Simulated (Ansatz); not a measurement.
# The perfect Ge wire along [110], 6 atoms a period, H-terminated, part 2 of 3

Aim: is the Ge wire along [110], 6 atoms a period, H-terminated a metal or a semiconductor?

Ansatz 0.2.0; DFT PBE, plane waves, PAW; relaxation of a wire's period; PAW set soft_1 (the session's first sound run).

So far. Step 2 (Relaxation of atoms and period): The cell's length comes to 4.207 Å with spin left out.

## (3) Bands of the perfect wire

This step: DFT PBE, plane waves, PAW; bands of a perfect wire; PAW set soft_1 (Ansatz 0.2.0).

At the relaxed period the bands are computed along the axis; those that cross an energy going forward count the channels that a perfect wire would open there.

Contents of input.yaml:

```yaml
crystal:
  lattice:
    - [12.921, 0.0, 0.0]
    - [0.0, 13.42, 0.0]
    - [0.0, 0.0, 4.2067090328]
  atoms:
    - { symbol: H, position: [0.377934152, 0.743335409, 0.0] }
    - { symbol: H, position: [0.377934152, 0.256694724, 0.0] }
    - { symbol: Ge, position: [0.447838385, 0.35096875, 0.0] }
    - { symbol: H, position: [0.733710936, 0.500015067, 0.207407317] }
    - { symbol: H, position: [0.266314824, 0.500015067, 0.292592683] }
    - { symbol: Ge, position: [0.552187375, 0.649061384, 0.5] }
    - { symbol: Ge, position: [0.552187375, 0.35096875, 0.5] }
    - { symbol: H, position: [0.622091608, 0.743335409, 0.5] }
    - { symbol: H, position: [0.622091608, 0.256694724, 0.5] }
    - { symbol: Ge, position: [0.662027475, 0.500015067, 0.5] }
    - { symbol: H, position: [0.266314824, 0.500015067, 0.707407317] }
    - { symbol: H, position: [0.733710936, 0.500015067, 0.792592683] }
    - { symbol: Ge, position: [0.337998285, 0.500015067, 0.0] }
    - { symbol: Ge, position: [0.447838385, 0.649061384, 0.0] }
kpoints:
  mp_grid: { grid: [1, 1, 20] }
  band_path: { path: ["Γ", Z], npoints: 90 }
scf:
  occupations: { method: fermi_dirac, width: 0.05 }
hamiltonian:
  xc: pbe
  pseudopotentials: { kind: paw, azcp: { folder: soft_1 } }
output:
  dos: { e_range: [-5, 4] }
  write_potential: true
  write_density: true
  volumetric_format: npy
```

Started as:

```sh
$ ansatz run input.yaml --threads 4 --pin off --max-ram 16384MiB --backend cpu --events-out ev --progress --plain --runs-dir out
```

Numbers of over 12 decimals in the logs are rounded to 6 here.

The program printed:

```text
[...]
Crystal: 14 atoms, lattice volume = 729.443 Å³
Basis set: ecut = 420 eV, 14177 PW (Γ)
Bands: 60, of which v1, the nominal top of the filled ones, is band 46 counted from 1 (45 counted from 0)
Symmetry: 8 space group operations
[...]
k-points: 11 of 20
[...]
SCF iter   1: F=—  HF=-25896.974730 eV  |F-HF|=—  |Δ(HF+E_count)|=         —  Δρ=3.31e-2  dr2=6.81e0  ethr=3.10e-3  ⟨swp⟩=8.1  Hψ=2870  notcnv=0  defer=3
[...]
SCF iter   9: F=-25894.930505 eV  HF=-25894.930505 eV  |F-HF|=5.06e-8  |Δ(HF+E_count)|=   1.05e-6  Δρ=1.62e-6  dr2=2.27e-8  ethr=1.09e-10  ⟨swp⟩=14.3  Hψ=2968  notcnv=0
SCF 1 converged in 9 iterations: F = -25894.930505 eV  dr2 = 2.27e-8
[...]
NSCF: frozen V_eff on 91 k-points
WARN: The output density's exchange-correlation potential varies sharply where the density is thin. Do not read a vacuum level from v_tot or v_xc, or from such a field of the output density. On a cell that repeats whose density bears no net charge and no dipole along the vacuum's axis use v_es (v_loc + v_h of the components); under efield.dipole_correction with no amplitude use v_es + v_field, which holds any externa [...]
SCF converged after 9 iterations
Free energy (F): -25894.930505 eV
[...]
Internal energy: -25894.930505 eV  (E = F + TS)
E sigma→0 (E₀):  -25894.930505 eV
Fermi energy:    -1.948902 eV
[...]
--- Band table (eV; the first three rows and the last of 11) ---
  k-point 0: bands = [... 42 lower, -3.9245, -3.8206, -3.2987, -3.0769, -0.7917, -0.7874, 0.6403, 0.9272, ... 10 higher]
  k-point 1: bands = [... 42 lower, -3.9297, -3.8231, -3.4408, -3.2279, -0.5998, -0.5857, 0.6839, 0.9392, ... 10 higher]
  k-point 2: bands = [... 42 lower, -3.8313, -3.8254, -3.7426, -3.5758, -0.1338, -0.0893, 0.7822, 0.9864, ... 10 higher]
  k-point 10: bands = [... 42 lower, -4.2120, -4.2120, -4.0539, -4.0539, 0.6870, 0.6870, 1.2177, 1.2177, ... 10 higher]
```

Elapsed: 63 s, on 4 threads of Arm Neoverse N1, shared host; peak memory 2.3 GiB; 4.2 min of CPU time.

Numbers from this step:

```
band gap : 2.285 eV
```

Electronic bands along the path, in eV, zero at the Fermi level:

```tsv
point	band 43	band 44	band 45	band 46	band 47	band 48	band 49	band 50
Γ	-1.98	-1.87	-1.35	-1.13	1.16	1.16	2.59	2.88
halfway	-2.59	-1.98	-1.96	-1.78	2.67	3.05	3.25	3.33
Z	-2.26	-2.26	-2.10	-2.10	2.64	2.64	3.17	3.17
```

The gap is 2.29 eV, with spin left out.

The path shows a direct gap of 2.29 eV (valence top at Γ, conduction bottom at Γ).

## (4) Levels at the same atoms, cutoff 500 eV, k-mesh 1×1×15

This step: DFT r2SCAN, plane waves, PAW; bands of a perfect wire at the PBE geometry; PAW set soft_1 (Ansatz 0.2.0).

The atoms stay at the PBE geometry and the functional changes. r2SCAN also reads the kinetic-energy density; it often gives larger moments and wider gaps than PBE, at a higher cost. Against the first PBE run of this kind, the cutoff is 500 eV against 420 and the mesh along the wire has 15 points against 20.

input.yaml, as its differences from that of step 3:

```diff
@@ -21,3 +21,3 @@
 kpoints:
-  mp_grid: { grid: [1, 1, 20] }
+  mp_grid: { grid: [1, 1, 15] }
   band_path: { path: ["Γ", Z], npoints: 90 }
@@ -26,8 +26,3 @@
 hamiltonian:
-  xc: pbe
+  xc: r2scan
   pseudopotentials: { kind: paw, azcp: { folder: soft_1 } }
-output:
-  dos: { e_range: [-5, 4] }
-  write_potential: true
-  write_density: true
-  volumetric_format: npy
```

The program printed:

```text
[...]
Crystal: 14 atoms, lattice volume = 729.443 Å³
Basis set: ecut = 500 eV, 18545 PW (Γ), exchange–correlation on 384×400×128 points (64 copies of the dense FFT grid, shifted against one another)
Bands: 60, of which v1, the nominal top of the filled ones, is band 46 counted from 1 (45 counted from 0)
Symmetry: 8 space group operations
[...]
k-points: 8 of 15
[...]
--- Band table (eV; the first three rows and the last of 8) ---
  k-point 0: bands = [... 42 lower, -4.1870, -4.0649, -3.5304, -3.3012, -0.7185, -0.6942, 0.8727, 1.1982, ... 10 higher]
  k-point 1: bands = [... 42 lower, -4.1564, -4.0704, -3.7697, -3.5564, -0.3666, -0.3578, 0.9538, 1.2191, ... 10 higher]
  k-point 2: bands = [... 42 lower, -4.1198, -4.0891, -4.0863, -4.0283, 0.3935, 0.4452, 1.0874, 1.3190, ... 10 higher]
  k-point 7: bands = [... 42 lower, -4.5666, -4.4100, -4.3207, -4.3088, 0.7605, 0.8836, 1.3071, 1.5397, ... 10 higher]
[key lines of the parts left out:]
SCF converged after 9 iterations
Free energy (F): -25942.912067 eV
Fermi energy:    -2.021328 eV
```

The job ended after 1.9 min (4 threads; peak memory 3.7 GiB).

Numbers from this step:

- band gap: 2.583 eV

The electronic bands at the labelled points (eV, zero at the Fermi level):

```tsv
point	band 43	band 44	band 45	band 46	band 47	band 48	band 49	band 50
Γ	-2.17	-2.04	-1.51	-1.28	1.30	1.33	2.89	3.22
halfway	-2.80	-2.17	-2.14	-1.97	2.96	3.31	3.59	3.65
Z	-2.47	-2.47	-2.30	-2.30	2.83	2.83	3.44	3.44
```

The gap is 2.58 eV, against 2.29 eV under PBE at the relaxed period.

## (5) Levels at the same atoms, level HSE06, cutoff 420 eV

This step: DFT HSE06, plane waves, PAW; levels of a perfect wire at the PBE geometry; PAW set soft_1 (Ansatz 0.2.0).

The atoms stay at the PBE geometry and the functional changes. HSE06 mixes in a quarter of short-range exact exchange, which removes part of the self-interaction that closes gaps; it is dear, so the mesh is thinner and no path is run. Against the first PBE run of this kind, the mesh along the wire has 8 points against 20.

input.yaml, as its differences from that of step 4:

```diff
@@ -21,4 +21,3 @@
 kpoints:
-  mp_grid: { grid: [1, 1, 15] }
-  band_path: { path: ["Γ", Z], npoints: 90 }
+  mp_grid: { grid: [1, 1, 8] }
 scf:
@@ -26,3 +25,3 @@
 hamiltonian:
-  xc: r2scan
+  xc: hse06
   pseudopotentials: { kind: paw, azcp: { folder: soft_1 } }
```

The program printed:

```text
[...]
Crystal: 14 atoms, lattice volume = 729.443 Å³
Basis set: ecut = 420 eV, 14177 PW (Γ)
Bands: 60, of which v1, the nominal top of the filled ones, is band 46 counted from 1 (45 counted from 0)
Symmetry: 8 space group operations
[...]
k-points: 5 of 8
[...]
SCF iter   6: F=-25894.932837 eV  HF=-25894.932908 eV  |F-HF|=7.12e-5  |Δ(HF+E_count)|=   8.35e-4  Δρ=1.20e-4  dr2=1.12e-4  ethr=4.48e-6  ⟨swp⟩=3.2  Hψ=594  notcnv=0
[...]
--- Band table (eV; the first three rows and the last of 5) ---
  k-point 0: bands = [... 42 lower, -4.5255, -4.3437, -3.7515, -3.5640, -0.4890, -0.4648]
  k-point 1: bands = [... 42 lower, -4.3778, -4.3690, -4.3652, -4.2939, 0.5261, 0.5778]
  k-point 2: bands = [... 42 lower, -5.1426, -4.5112, -4.4452, -4.3230, 1.0973, 1.4186]
  k-point 4: bands = [... 42 lower, -4.8230, -4.8230, -4.6183, -4.6183, 1.0324, 1.0324]
  guard bands above this table: 12 of the run's 60 bands. The solve was not asked for them (output.publish_guard_bands: true or output.eigenvalues: true publishes all)
[key lines of the parts left out:]
Free energy (F): -25900.505612 eV
Fermi energy:    -2.037917 eV
```

Wall time 2.6 min (4 threads); peak memory 9.8 GiB; 10 min of CPU time.

Numbers from this step:

```
band gap : 3.075 eV
```

The gap is 3.08 eV, against 2.29 eV under PBE at the relaxed period.

## (6) With spin-orbit coupling, k-mesh 1×1×12

This step: DFT PBE, plane waves, fully relativistic PAW; bands of a perfect wire with spin-orbit coupling; PAW set soft_1 (Ansatz 0.2.0).

Spin-orbit coupling mixes the spins and splits bands that cross or touch without it, so it can open or close channels. Fully relativistic datasets take the place of the scalar ones. Against the first PBE run of this kind, the mesh along the wire has 12 points against 20.

input.yaml, as its differences from that of step 5:

```diff
@@ -21,3 +21,4 @@
 kpoints:
-  mp_grid: { grid: [1, 1, 8] }
+  mp_grid: { grid: [1, 1, 12] }
+  band_path: { path: ["Γ", Z], npoints: 90 }
 scf:
@@ -25,3 +26,6 @@
 hamiltonian:
-  xc: hse06
-  pseudopotentials: { kind: paw, azcp: { folder: soft_1 } }
+  xc: pbe
+  pseudopotentials: { kind: paw_fr, azcp: { folder: soft_1 } }
+magnetization:
+  noncollinear: true
+  spin_orbit: true
```

The program printed:

```text
[...]
non-collinear run that drives no moment, with spin-orbit: no starting moment large enough to seed its density (crystal.atoms[].spin), no starting occupations that ask for one, no magnetisation constraint and no magnetic field, so the semilocal B_xc is pinned to zero
Crystal: 14 atoms, lattice volume = 729.443 Å³
Basis set: ecut = 420 eV, 14177 PW (Γ)
[...]
k-point 0: bands = [... 88 lower, -3.2926, -3.2926, -3.0708, -3.0708, -0.7915, -0.7915, -0.7866, -0.7866, ... 24 higher]
  k-point 1: bands = [... 88 lower, -3.6284, -3.6284, -3.4377, -3.4377, -0.3087, -0.3087, -0.2761, -0.2761, ... 24 higher]
  k-point 2: bands = [... 88 lower, -3.8464, -3.8464, -3.7180, -3.7180, 0.6239, 0.6239, 0.7520, 0.7520, ... 24 higher]
  k-point 6: bands = [... 88 lower, -4.0403, -4.0403, -4.0403, -4.0403, 0.6873, 0.6873, 0.6873, 0.6873, ... 24 higher]
[key lines of the parts left out:]
SCF converged after 9 iterations
Magnetization: |M| = 0.0000 μB,  M = (+0.0000, +0.0000, +0.0000) μB
Free energy (F): -25895.524176 eV
Fermi energy:    -1.946969 eV
```

The job ended after 17 min (4 threads; peak memory 8.8 GiB).

Numbers from this step:

| Property | Result |
| --- | --- |
| band gap | 2.279 eV |

The gap is 2.28 eV, against 2.29 eV under PBE at the relaxed period, with no moment.

## (7) All levels side by side

Times are for 4 threads of Arm Neoverse N1, shared host. The series side by side:

```tsv
no.	run	band gap (eV)	time	memory (GiB)
1	lead	2.285	63 s	2.3
2	levels	2.583	1.9 min	3.7
3	levels	3.075	2.6 min	9.8
4	SOC	2.279	17 min	8.8
```

## (8) At a strained period, period over the relaxed period 1.03

This step: DFT PBE, plane waves, PAW; relaxation at a fixed period; PAW set soft_1 (Ansatz 0.2.0).

The period is set to 1.03 times the relaxed one and the atoms relax within it: strain changes bond lengths and angles, which shifts the bands against each other. Against the first PBE run of this kind, the mesh along the wire has 14 points against 20.

The cell differs from the one that the last finished run ended in (c 4.207 → 4.333 Å).

input.yaml, as its differences from that of step 6:

```diff
@@ -4,3 +4,3 @@
     - [0.0, 13.42, 0.0]
-    - [0.0, 0.0, 4.2067090328]
+    - [0.0, 0.0, 4.3329103038]
   atoms:
@@ -21,3 +21,3 @@
 kpoints:
-  mp_grid: { grid: [1, 1, 12] }
+  mp_grid: { grid: [1, 1, 14] }
   band_path: { path: ["Γ", Z], npoints: 90 }
@@ -27,5 +27,7 @@
   xc: pbe
-  pseudopotentials: { kind: paw_fr, azcp: { folder: soft_1 } }
-magnetization:
-  noncollinear: true
-  spin_orbit: true
+  pseudopotentials: { kind: paw, azcp: { folder: soft_1 } }
+relax:
+  max_steps: 40
+  f_tol: 0.02
+output:
+  stress: true
```

The program printed:

```text
Warning: output.stress: scf.convergence.dr2_threshold = 1e-7 eV (the SCF's general default) is looser than the 1.4e-9 eV advised for a printed stress (1e-10 eV for each atom of the cell: 14). What an SCF threshold leaves in a stress goes as its square root, and in the free energy as the threshold itself, and one threshold admits the most on a small cell: [figures from the program's tests cut] Every solve of this run  [...]
[...]
Crystal: 14 atoms, lattice volume = 751.326 Å³
Basis set: ecut = 420 eV, 14673 PW (Γ), exchange–correlation on 180×180×60 points (8 copies of the dense FFT grid, shifted against one another)
Bands: 60, of which v1, the nominal top of the filled ones, is band 46 counted from 1 (45 counted from 0)
Symmetry: 8 space group operations
[...]
k-points: 8 of 14
[...]
SCF iter   1: F=—  HF=-25896.828676 eV  |F-HF|=—  |Δ(HF+E_count)|=         —  Δρ=3.22e-2  dr2=6.63e0  ethr=3.10e-3  ⟨swp⟩=7.9  Hψ=2051  notcnv=0  defer=3
[...]
SCF iter   7: F=-25894.853020 eV  HF=-25894.853018 eV  |F-HF|=2.65e-6  |Δ(HF+E_count)|=   1.07e-5  Δρ=2.13e-5  dr2=3.67e-6  ethr=1.09e-8  ⟨swp⟩=5.0  Hψ=1574  notcnv=0
SCF 1 converged in 7 iterations: F = -25894.853020 eV  dr2 = 3.67e-6
[...]
relax step   1: F+E_penalty+E_count = -25894.85302036 eV  Δ(F+E_penalty+E_count) = +0.000e0 eV  max|allowed force component| = 3.924e-1 eV/Å  Δτ_max = 0.0000 Å  (7 SCF iters, dr2 threshold 1.00e-5 eV, accepted)
[...]
SCF iter   5: F=-25894.876444 eV  HF=-25894.876445 eV  |F-HF|=7.77e-7  |Δ(HF+E_count)|=   9.41e-6  Δρ=1.64e-5  dr2=1.56e-6  ethr=1.05e-8  ⟨swp⟩=4.5  Hψ=1416  notcnv=0
SCF 2 converged in 5 iterations: F = -25894.876444 eV  dr2 = 1.56e-6
relax step   2: F+E_penalty+E_count = -25894.87644382 eV  Δ(F+E_penalty+E_count) = -2.342e-2 eV  max|allowed force component| = 1.558e-1 eV/Å  Δτ_max = 0.0403 Å  (5 SCF iters, dr2 threshold 9.62e-6 eV, accepted)
SCF iter   1: F=—  HF=-25894.883195 eV  |F-HF|=—  |Δ(HF+E_count)|=         —  Δρ=1.05e-3  dr2=3.65e-3  ethr=4.91e-5  ⟨swp⟩=3.4  Hψ=846  notcnv=0  defer=63
[...]
SCF iter   5: F=-25894.882786 eV  HF=-25894.882786 eV  |F-HF|=7.48e-8  |Δ(HF+E_count)|=   1.52e-7  Δρ=4.63e-6  dr2=2.78e-7  ethr=1.65e-9  ⟨swp⟩=4.8  Hψ=1390  notcnv=0
SCF 3 converged in 5 iterations: F = -25894.882786 eV  dr2 = 2.78e-7
relax step   3: F+E_penalty+E_count = -25894.88278627 eV  Δ(F+E_penalty+E_count) = -6.342e-3 eV  max|allowed force component| = 1.588e-2 eV/Å  Δτ_max = 0.0199 Å  (5 SCF iters, dr2 threshold 1.52e-6 eV, accepted)
[...]
SCF iter   2: F=-25894.882786 eV  HF=-25894.882786 eV  |F-HF|=3.10e-8  |Δ(HF+E_count)|=   9.18e-6  Δρ=2.46e-6  dr2=4.59e-8  ethr=1.09e-10  ⟨swp⟩=3.0  Hψ=1586  notcnv=0
SCF 4 converged in 2 iterations: F = -25894.882786 eV  dr2 = 4.59e-8
relax step   4: F+E_penalty+E_count = -25894.88278638 eV  Δ(F+E_penalty+E_count) = -1.127e-7 eV  max|allowed force component| = 1.592e-2 eV/Å  Δτ_max = 0.0000 Å  (2 SCF iters, accepted)
[...]
the band table was solved once a step of the walk had ended and its energy, with any forces and stress, was formed, with the checks that follow a solve (2820 applications of the Hamiltonian). They found nothing against the state; the energy, forces and stress were not computed again (output.eigenvalues in the input reference)
[...]
SCF converged after 2 iterations
Free energy (F): -25894.882786 eV
[...]
Internal energy: -25894.882786 eV  (E = F + TS)
E sigma→0 (E₀):  -25894.882786 eV
Fermi energy:    -2.291199 eV
[...]
--- Forces (eV/Å), atoms counted from 1 ---
  atom   1  H      0.00214214     0.00219512     0.00000000
  atom   2  H      0.00214214    -0.00219512     0.00000000
  atom   3  Ge    -0.01591662    -0.00471885     0.00000000
  atom   4  H     -0.00927438     0.00000000     0.00361511
  atom   5  H      0.00927438    -0.00000000    -0.00361511
  atom   6  Ge     0.01591662     0.00471885     0.00000000
  atom   7  Ge     0.01591662    -0.00471885     0.00000000
  atom   8  H     -0.00214214     0.00219512     0.00000000
  atom   9  H     -0.00214214    -0.00219512     0.00000000
  atom  10  Ge     0.00482998    -0.00000000     0.00000000
  atom  11  H      0.00927438    -0.00000000     0.00361511
  atom  12  H     -0.00927438    -0.00000000    -0.00361511
  atom  13  Ge    -0.00482998     0.00000000     0.00000000
  atom  14  Ge    -0.01591662     0.00471885     0.00000000
  max |Σ_I F_I| component: 1.73e-18 eV/Å
--- Stress (GPa, compression-positive) ---
       -0.013621      -0.000000      -0.000000
       -0.000000       0.017588      -0.000000
       -0.000000      -0.000000      -0.680785
  P = ⅓ Tr σ = -0.2256 GPa (-2.256 kbar)
--- Band table (eV; the first three rows and the last of 8) ---
  k-point 0: bands = [... 42 lower, -3.9799, -3.8203, -3.5458, -3.3451, -1.2105, -1.1970, 0.5918, 0.8938, ... 10 higher]
  k-point 1: bands = [... 42 lower, -3.9170, -3.8287, -3.7674, -3.5940, -0.8613, -0.8421, 0.6734, 0.9071, ... 10 higher]
  k-point 2: bands = [... 42 lower, -4.0775, -3.9406, -3.8557, -3.8157, -0.1000, -0.0474, 0.7913, 1.0036, ... 10 higher]
  k-point 7: bands = [... 42 lower, -4.2625, -4.2625, -4.1122, -4.1122, 0.6833, 0.6833, 1.1624, 1.1624, ... 10 higher]
--- Relaxed structure (4 steps of the walk, 4 accepted, 0 SCFs on fresh bases) ---
  F+E_penalty+E_count = -25894.88278638 eV   max|allowed force component| = 1.592e-2 eV/Å
  atoms:
    - { symbol: H, position: [0.378708, 0.742888, 0.0] }
    - { symbol: H, position: [0.378708, 0.257142, 0.0] }
    - { symbol: Ge, position: [0.449193, 0.351075, 0.0] }
    - { symbol: H, position: [0.732256, 0.500015, 0.214370] }
    - { symbol: H, position: [0.267770, 0.500015, 0.285630] }
    - { symbol: Ge, position: [0.550833, 0.648955, 0.500000] }
    - { symbol: Ge, position: [0.550833, 0.351075, 0.500000] }
    - { symbol: H, position: [0.621318, 0.742888, 0.500000] }
    - { symbol: H, position: [0.621318, 0.257142, 0.500000] }
    - { symbol: Ge, position: [0.660958, 0.500015, 0.500000] }
    - { symbol: H, position: [0.267770, 0.500015, 0.714370] }
    - { symbol: H, position: [0.732256, 0.500015, 0.785630] }
    - { symbol: Ge, position: [0.339068, 0.500015, 0.0] }
    - { symbol: Ge, position: [0.449193, 0.648955, 0.0] }
```

Elapsed: 76 s, on 4 threads; peak memory 2.4 GiB.

[end of part 2 of 3]

[Logs are printed without paths, hosts, clocks, repeated set-up lines and the standing remarks that a program may print on its own settings, such as how far it seeks lower states.]

[Hosts, paths, dates, database ids (printed as entryN), source tags and the programs' standing remarks are cut or masked in the printed files.]
